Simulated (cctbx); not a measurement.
## Absolute structure of LiYIn

Space group P-62m (no. 189), a = 7.7100 Å, b = 7.7100 Å, c = 4.0530 Å, α = 90.00°, β = 90.00°, γ = 120.00°.

```
atom  mult.       x       y    z  Ueq (Å²)
 In1      3  0.2557  0.2557    0    0.0037
  Y1      3  0.5936  0.5936  1/2    0.0050
 Li1      1       0       0  1/2    0.0086
 Li2      2     2/3     1/3    0    0.0106
```

This is a model crystal, built by substitution and not relaxed, with assumed displacement parameters.

Data sets are simulated with cctbx and refined with Bijvoet mates kept apart; Flack x is then fitted as the share of an inverted twin with the atoms fixed, Hooft y from the Bijvoet differences. The group is acentric but holds improper operations, so there is an absolute structure (orientation) and no hand.

Untwinned crystal. What Flack and Hooft values should come out?

```
  λ (Å)  extinction (unmodelled)  d min (Å)  top counts  error (%)     model      R1  Flack x   s.u.  Hooft y   s.u.  pairs
0.71073                        0       0.77       70000          6  as given  0.0106   -0.010  0.007   -0.006  0.007     83
0.71073                        0       0.77       70000          6  inverted  0.0887     1.04   0.02    1.069  0.008     83
1.54184                        0       0.83       40000          4  as given  0.0069    0.013  0.006   -0.003  0.009     67
```

With Mo Kα, x is within 3 s.u. of 0, so the absolute structure is right. With Cu Kα, x is within 3 s.u. of 0, so the absolute structure is right. Inverting the model turns x into about 1 − x.

A further crystal gives:

```
  λ (Å)  extinction (unmodelled)  d min (Å)  top counts  error (%)     model      R1  Flack x   s.u.  Hooft y   s.u.  pairs
0.71073                        0        0.7       70000        1.5  as given  0.0724    0.808  0.009    0.816  0.003    107
```

**Question.** What is it?

It was simulated as an inversion twin with a fraction 0.8 of the inverted domain. Flack x is over 3 s.u. from both 0 and 1 and reads that fraction.

[Logs are printed without paths, hosts, clocks, repeated set-up lines and the standing remarks that a program may print on its own settings, such as how far it seeks lower states.]
